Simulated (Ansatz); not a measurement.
**NaP3 (built on the sites of a database entry of NaN3): phonons and vibrational spectra**

Wanted: phonon frequencies of NaP3 (built on the sites of a database entry of NaN3) and what follows from them.

Main program and level: Ansatz 0.2.0; DFT PBEsol, scalar-relativistic, plane waves, PAW.

The structure was built from a prototype and need not be the compound's stable phase.

## 1. The structure

The structure is cubic, space group Pm-3m (No. 221). The conventional cell has a = 3.650 Å, b = 3.650 Å, c = 3.650 Å, α = 90.00°, β = 90.00°, γ = 90.00°. Na has 12 P at 2.58 Å nearest. Nearest to P lie 4 Na at 2.58 Å and 8 P at 2.58 Å. Farther neighbours are not listed.

## 2. Rough relaxation

A rough relaxation comes first, because large forces or stress need no tight tolerances yet.

Input file input.yaml:

```yaml
crystal:
  lattice:
    - [3.65041, 0.0, 0.0]
    - [0.0, 3.65041, 0.0]
    - [0.0, 0.0, 3.65041]
  atoms:
    - { symbol: Na, position: [0.0, 0.0, 0.0] }
    - { symbol: P, position: [0.0, 0.5, 0.5] }
    - { symbol: P, position: [0.5, 0.5, 0.0] }
    - { symbol: P, position: [0.5, 0.0, 0.5] }
kpoints:
  mp_grid: { grid: [6, 6, 6] }
hamiltonian:
  xc: pbesol
scf:
  occupations: { method: gaussian, width: 0.1 }
output:
  forces: true
  stress: true
  eigenvalues: true
relax:
  adjacent_minimum: "off"
  f_tol: 0.05
  max_steps: 80
  cell: { stress_tol: 0.5 }
```

Run with:

```bash
ansatz run input.yaml --threads 8 --pin off --max-ram 14336MiB --backend cpu --events-out ev --progress --plain --runs-dir out
```

Numbers of over 12 decimals in the logs are rounded to 6 here.

Output:

```text
The last accepted step is kept in <dir> (removed where the run ends without a failure and the disk answers)
Engine: ansatz 0.2.0, aarch64-unknown-linux-gnu
Pseudopotentials: kind: paw
Pseudopotential: Na, paw, valence charge 9, recommended cutoff 420 eV (normal), Na.paw.azcp
Pseudopotential: P, paw, valence charge 5, recommended cutoff 420 eV (normal), P.paw.azcp
Functional definition: PBEsol
  exchange = pbesol_x
[...]
F+E_penalty+E_count = -3694.68437836 eV   max|allowed force component| = 7.478e-31 eV/Å   (the final SCF, on the basis selected at the relaxed cell)
  cell:  # Å, volume = 62.4635 Å³
    - [3.967729, 0, 0]
    - [0, 3.967729, 0.0]
    - [0, 0.0, 3.967729]
  atoms:
    - { symbol: Na, position: [0, 0, 0] }
    - { symbol: P, position: [0, 0.5, 0.5] }
    - { symbol: P, position: [0.5, 0.5, 0] }
    - { symbol: P, position: [0.5, 0, 0.5] }
[key lines of the parts left out:]
SCF converged after 3 iterations
Free energy (F): -3694.684378 eV
Fermi energy:    8.919041 eV
P = ⅓ Tr σ = 0.0453 GPa (0.453 kbar)
```

Run time: 1.6 s. Hardware: 8 threads of Arm Neoverse V2, shared host; peak memory 0.35 GiB.

Step by step:

```csv
step,energy less that of the first step (eV),largest force component (eV/Å),pressure (GPa),volume (Å³)
1,0.0000,0.0000,29.96,48.64
2,-0.7917,0.0000,13.00,54.72
3,-1.0487,0.0000,2.17,60.50
4,-1.0587,0.0000,0.39,61.81
5*,-1.0752,0.0000,0.83,61.81
6,-1.0768,0.0000,0.05,62.46
7*,-1.0769,0.0000,0.05,62.46
```

Relaxation steps marked * repeat the geometry before them on a plane-wave basis chosen anew for their cell, so energy and pressure can jump there.

The run keeps the 48 symmetry operations that it works with, so distortions that break them were not tested.

```csv
"conventional cell, symmetrised",before,after,change
a (Å),3.650,3.968,+8.7 %
b (Å),3.650,3.968,+8.7 %
c (Å),3.650,3.968,+8.7 %
volume (Å³/atom),12.16,15.62,+28.4 %
```

The relaxed structure:

```xyz
4
Lattice="3.9677 0.0000 0.0000 0.0000 3.9677 0.0000 0.0000 0.0000 3.9677" Properties=species:S:1:pos:R:3 pbc="T T T"
Na    0.0000    0.0000    0.0000
P     0.0000    1.9839    1.9839
P     1.9839    1.9839    0.0000
P     1.9839    0.0000    1.9839
```

Numbers from this step:

| Quantity | Value |
| --- | --- |
| pressure | 0.04535 GPa |
| volume per atom | 15.62 Å³ |
| gap on the k-mesh | 0 eV |

In this step the volume went from 12.16 to 15.62 Å³/atom.

## 3. Relaxation

The cell and atoms are relaxed, since residual forces and stress would shift the frequencies.

input.yaml, the sections that differ from step 2:

```yaml
crystal:
  lattice:
    - [3.9677294831, 0.0, 0.0]
    - [0.0, 3.9677294831, 0.0]
    - [0.0, 0.0, 3.9677294831]
  atoms:
    - { symbol: Na, position: [0.0, 0.0, 0.0] }
    - { symbol: P, position: [0.0, 0.5, 0.5] }
    - { symbol: P, position: [0.5, 0.5, 0.0] }
    - { symbol: P, position: [0.5, 0.0, 0.5] }
kpoints:
  mp_grid: { grid: [10, 10, 10] }
relax:
  adjacent_minimum: "off"
  f_tol: 0.005
  max_steps: 80
  cell: { stress_tol: 0.05 }
# hamiltonian, scf, output: as in step 2
```

Output:

```text
[...]
Crystal: 4 atoms, lattice volume = 62.463 Å³
Basis set: ecut = 420 eV, 1213 PW (Γ), exchange–correlation on 54×54×54 points (8 copies of the dense FFT grid, shifted against one another)
Bands: 16, of which v1, the nominal top of the filled ones, is band 12 counted from 1 (11 counted from 0)
Symmetry: 48 space group operations
[...]
k-points: 56 of 1000
[...]
k-point 55: bands = [... 8 lower, 3.5756, 3.5756, 3.5756, 10.4820, 13.6255, 13.6255, 13.7707, 13.7707]
--- Relaxed structure (2 steps of the walk, 2 accepted, 1 SCFs on fresh bases) ---
[...]
cell:  # Å, volume = 62.0366 Å³
    - [3.958671, 0, 0]
    - [0, 3.958671, 0]
    - [0, 0, 3.958671]
  atoms:
    - { symbol: Na, position: [0, 0, 0] }
    - { symbol: P, position: [0, 0.5, 0.5] }
    - { symbol: P, position: [0.5, 0.5, 0] }
    - { symbol: P, position: [0.5, 0, 0.5] }
[key lines of the parts left out:]
SCF converged after 5 iterations
Free energy (F): -3694.686638 eV
Fermi energy:    9.087564 eV
P = ⅓ Tr σ = -0.0347 GPa (-0.347 kbar)
```

Wall time 1.5 s (8 threads); peak memory 0.41 GiB; 9.3 s of CPU time.

Step by step:

```csv
step,energy less that of the first step (eV),largest force component (eV/Å),pressure (GPa),volume (Å³)
1,0.0000,0.0000,-0.55,62.46
2,-0.0009,0.0000,-0.03,62.04
3*,-0.0008,0.0000,-0.03,62.04
```

Relaxation steps marked * repeat the geometry before them on a plane-wave basis chosen anew for their cell, so energy and pressure can jump there.

Forces are held to the 48 operations that the run works with; a distortion that breaks them can't arise in this run.

| conventional cell, symmetrised | before | after | change |
| --- | --- | --- | --- |
| a (Å) | 3.968 | 3.959 | -0.2 % |
| b (Å) | 3.968 | 3.959 | -0.2 % |
| c (Å) | 3.968 | 3.959 | -0.2 % |
| volume (Å³/atom) | 15.62 | 15.51 | -0.7 % |

Final coordinates:

```xyz
4
Lattice="3.9587 0.0000 0.0000 0.0000 3.9587 0.0000 0.0000 0.0000 3.9587" Properties=species:S:1:pos:R:3 pbc="T T T"
Na    0.0000    0.0000    0.0000
P     0.0000    1.9793    1.9793
P     1.9793    1.9793    0.0000
P     1.9793    0.0000    1.9793
```

Numbers from this step:

* pressure: -0.03473 GPa
* volume per atom: 15.51 Å³

In this step the volume went from 15.62 to 15.51 Å³/atom.

## 4. Tight relaxation

Phonons need a cell at rest on their own settings, so the relaxation is repeated with tight tolerances on forces and stress, using the mesh and the filling of the phonon run that follows.

Input file input.yaml:

```yaml
crystal:
  lattice:
    - [3.9586707549, 0.0, 0.0]
    - [0.0, 3.9586707549, 0.0]
    - [0.0, 0.0, 3.9586707549]
  atoms:
    - { symbol: Na, position: [0.0, 0.0, 0.0] }
    - { symbol: P, position: [0.0, 0.5, 0.5] }
    - { symbol: P, position: [0.5, 0.5, 0.0] }
    - { symbol: P, position: [0.5, 0.0, 0.5] }
kpoints:
  mp_grid: { grid: [12, 12, 12] }
hamiltonian:
  xc: pbesol
scf:
  occupations: { method: methfessel_paxton, width: 0.2 }
output:
  forces: true
  stress: true
  eigenvalues: true
relax:
  adjacent_minimum: "off"
  f_tol: 0.001
  max_steps: 60
  cell: { stress_tol: 0.01 }
```

Output:

```text
[...]
Crystal: 4 atoms, lattice volume = 62.037 Å³
Basis set: ecut = 420 eV, 1213 PW (Γ), exchange–correlation on 54×54×54 points (8 copies of the dense FFT grid, shifted against one another)
Bands: 16, of which v1, the nominal top of the filled ones, is band 12 counted from 1 (11 counted from 0)
Symmetry: 48 space group operations
[...]
k-points: 84 of 1728
[...]
--- Relaxed structure (2 steps of the walk, 2 accepted, 1 SCFs on fresh bases) ---
[...]
cell:  # Å, volume = 61.9817 Å³
    - [3.957502, 0, 0]
    - [0.0, 3.957502, 0.0]
    - [0, 0.0, 3.957502]
  atoms:
    - { symbol: Na, position: [0, 0, 0] }
    - { symbol: P, position: [0, 0.500000, 0.500000] }
    - { symbol: P, position: [0.500000, 0.500000, 0] }
    - { symbol: P, position: [0.500000, 0, 0.500000] }
[key lines of the parts left out:]
SCF converged after 6 iterations
Free energy (F): -3694.671874 eV
Fermi energy:    9.048231 eV
P = ⅓ Tr σ = -0.0080 GPa (-0.080 kbar)
```

It took 2 s on 8 threads; peak memory 0.43 GiB.

Little changed from the start: no atom moved by 0.005 Å and no cell edge by 0.1 %.

This step gave:

| Item | Value |
| --- | --- |
| pressure | -0.008036 GPa |
| volume per atom | 15.50 Å³ |

The forces vanish by symmetry and the pressure is -0.008 GPa, within the tolerances set. The cell now holds 15.50 Å³/atom.

## 5. Linear response at the zone centre

The zone centre comes first: it holds the modes that light can see, as far as symmetry allows. No field response is asked, since the mesh shows no gap.

input.yaml, the sections that differ from step 4:

```yaml
crystal:
  lattice:
    - [3.9575023488, 0.0, 0.0]
    - [0.0, 3.9575023488, 0.0]
    - [0.0, 0.0, 3.9575023488]
  atoms:
    - { symbol: Na, position: [0.0, 0.0, 0.0] }
    - { symbol: P, position: [0.0, 0.5, 0.5] }
    - { symbol: P, position: [0.5, 0.5, 0.0] }
    - { symbol: P, position: [0.5, 0.0, 0.5] }
output:
  eigenvalues: true
phonons:
  method: dfpt
# kpoints, hamiltonian, scf: as in step 4
# relax: removed
```

Output:

```text
zone centre: on kpoints.mp_grid the ground state, and the responses unless they are solved on pairs of k-points, stand on 343 of the mesh's 1728 k-points, reduced under 8 symmetry operations, with k and −k counted as one. Each operation leaves every solved displacement unchanged or reverses it
[...]
Crystal: 4 atoms, lattice volume = 61.982 Å³
Basis set: ecut = 420 eV, 1213 PW (Γ), exchange–correlation on 54×54×54 points (8 copies of the dense FFT grid, shifted against one another)
Bands: 16, of which v1, the nominal top of the filled ones, is band 12 counted from 1 (11 counted from 0)
Symmetry: 48 space group operations
k-points: 343 of 1728 (irreducible under 8 space group operations)
[...]
SCF iter   1: F=—  HF=-3694.673534 eV  |F-HF|=—  |Δ(HF+E_count)|=         —  Δρ=2.66e-3  dr2=2.81e-3  ethr=1.77e-3  ⟨swp⟩=6.2  Hψ=32071  notcnv=0
[...]
SCF iter   9: F=-3694.671874 eV  HF=-3694.671874 eV  |F-HF|=0.00e0  |Δ(HF+E_count)|=  2.27e-12  S|Δr|=    0.00e0  Δρ=1.92e-8  dr2=2.00e-13  ethr=1.00e-12  ⟨swp⟩=8.0  Hψ=30534  notcnv=0
SCF 1 converged in 9 iterations: F = -3694.671874 eV  dr2 = 2.00e-13
[...]
DFPT response loops at Γ: preconditioner auto → Kerker (q_TF=auto, 2.329 Å⁻¹) (partly filled bands, converged f_vac=0.000); β = 1.00, the filter's whole step (`scf.mixing.beta` (0.50) is not read by the response loops under this deck's `scf.mixing.preconditioner`; to damp them name `kerker` or `kerker_dos`, under which they read `scf.mixing.beta`, and type it under 1.00, their step now; both keys bind the ground state too); Broyden in place of MSR1
SCF converged after 9 iterations
[...]
Free energy (F): -3694.671874 eV
[...]
Internal energy: -3694.667891 eV  (E = F + TS)
E sigma→0 (E₀):  -3694.670879 eV
Entropy (-TS):   -0.003983 eV (-0.996 meV/atom)
Fermi energy:    9.048231 eV
[...]
--- Band table (eV; the first three rows and the last of 343) ---
  k-point 0: bands = [... 8 lower, 4.1253, 4.1253, 9.9796, 9.9796, 9.9796, 10.3044, 12.8823, 12.8823]
  k-point 1: bands = [... 8 lower, 4.1732, 4.4728, 9.7351, 9.8163, 9.8163, 10.4868, 12.5830, 12.5830]
  k-point 2: bands = [... 8 lower, 4.3145, 5.1851, 9.1659, 9.3514, 9.3514, 10.9577, 11.9875, 12.2129]
  k-point 342: bands = [... 8 lower, 3.5805, 3.5805, 3.5805, 10.4903, 13.6439, 13.6439, 13.7850, 13.7850]
--- Phonons (Γ-DFPT): 3 representative perturbations + reference, on 343 of 1728 k-points (Σ response iterations 9) ---
  k mesh reduced under 8 symmetry operations, with k and −k counted as one. Each operation leaves every solved displacement unchanged or reverses it
  ASR residual: 9.029e-6 → 0.000e0 eV/Å²; symmetrization residual: 7.293e-6 eV/Å²
  ASR residual per site (eV/Å²): 9.03e-6 4.13e-6 4.13e-6 4.13e-6
  Γ frequencies (cm⁻¹): -146.44 -146.44 -146.44 0.00 0.00 0.00 141.51 141.51 141.51 301.31 301.31 301.31
  non-analytic LO–TO correction: not included (Born effective charges unavailable; polar crystals: no LO–TO splitting at Γ)
```

Elapsed: 15 s, on 8 threads; peak memory 1.3 GiB.

Numbers from this step:

```yaml
sum_rule_residual_before_enforcement: 9.03e-6 eV/Å²
point_group: m-3m
highest_optical_mode_at_the_zone_centre_no_lo_to_term: 301.3 cm⁻¹
lowest_optical_zone_centre_mode: -146.4 cm⁻¹
```

Patterns of degenerate modes are one choice out of their space. Modes at Γ, with each element's share of the kinetic energy (negative means imaginary):

```
mode  frequency (cm⁻¹)  symmetry  Na %  P %
   1            -146.4       T1u     8   92
   2            -146.4       T1u     8   92
   3            -146.4       T1u     8   92
   4               0.0  acoustic    20   80
   5               0.0  acoustic    20   80
   6               0.0  acoustic    20   80
   7             141.5       T2u     0  100
   8             141.5       T2u     0  100
   9             141.5       T2u     0  100
  10             301.3       T1u    72   28
  11             301.3       T1u    72   28
  12             301.3       T1u    72   28
```

Displacements in mode 3 (-146.4 cm⁻¹), the largest set to 1:
```
Na1  0.00 -0.12 -0.39
P2   0.01 -0.11 -0.36
P3   0.00 -0.11  1.00
P4   0.00  0.30 -0.36
```

Displacements in mode 11 (301.3 cm⁻¹), the largest set to 1:
```
Na1  0.00 -0.26  1.00
P2   0.00  0.10 -0.38
P3   0.00  0.10  0.02
P4   0.00  0.00 -0.38
```

Before it was imposed, the acoustic sum rule was missed by 9.0e-6 eV/Å². Small misses are needed for a sound result but don't prove that mesh and cutoff are converged. The lowest optical mode is imaginary, 146.4i cm⁻¹, so the energy falls along it.

[end of part 1 of 2]

[Logs are printed without paths, hosts, clocks, repeated set-up lines and the standing remarks that a program may print on its own settings, such as how far it seeks lower states.]

[Hosts, paths, dates, database ids (printed as entryN), source tags and the programs' standing remarks are cut or masked in the printed files.]
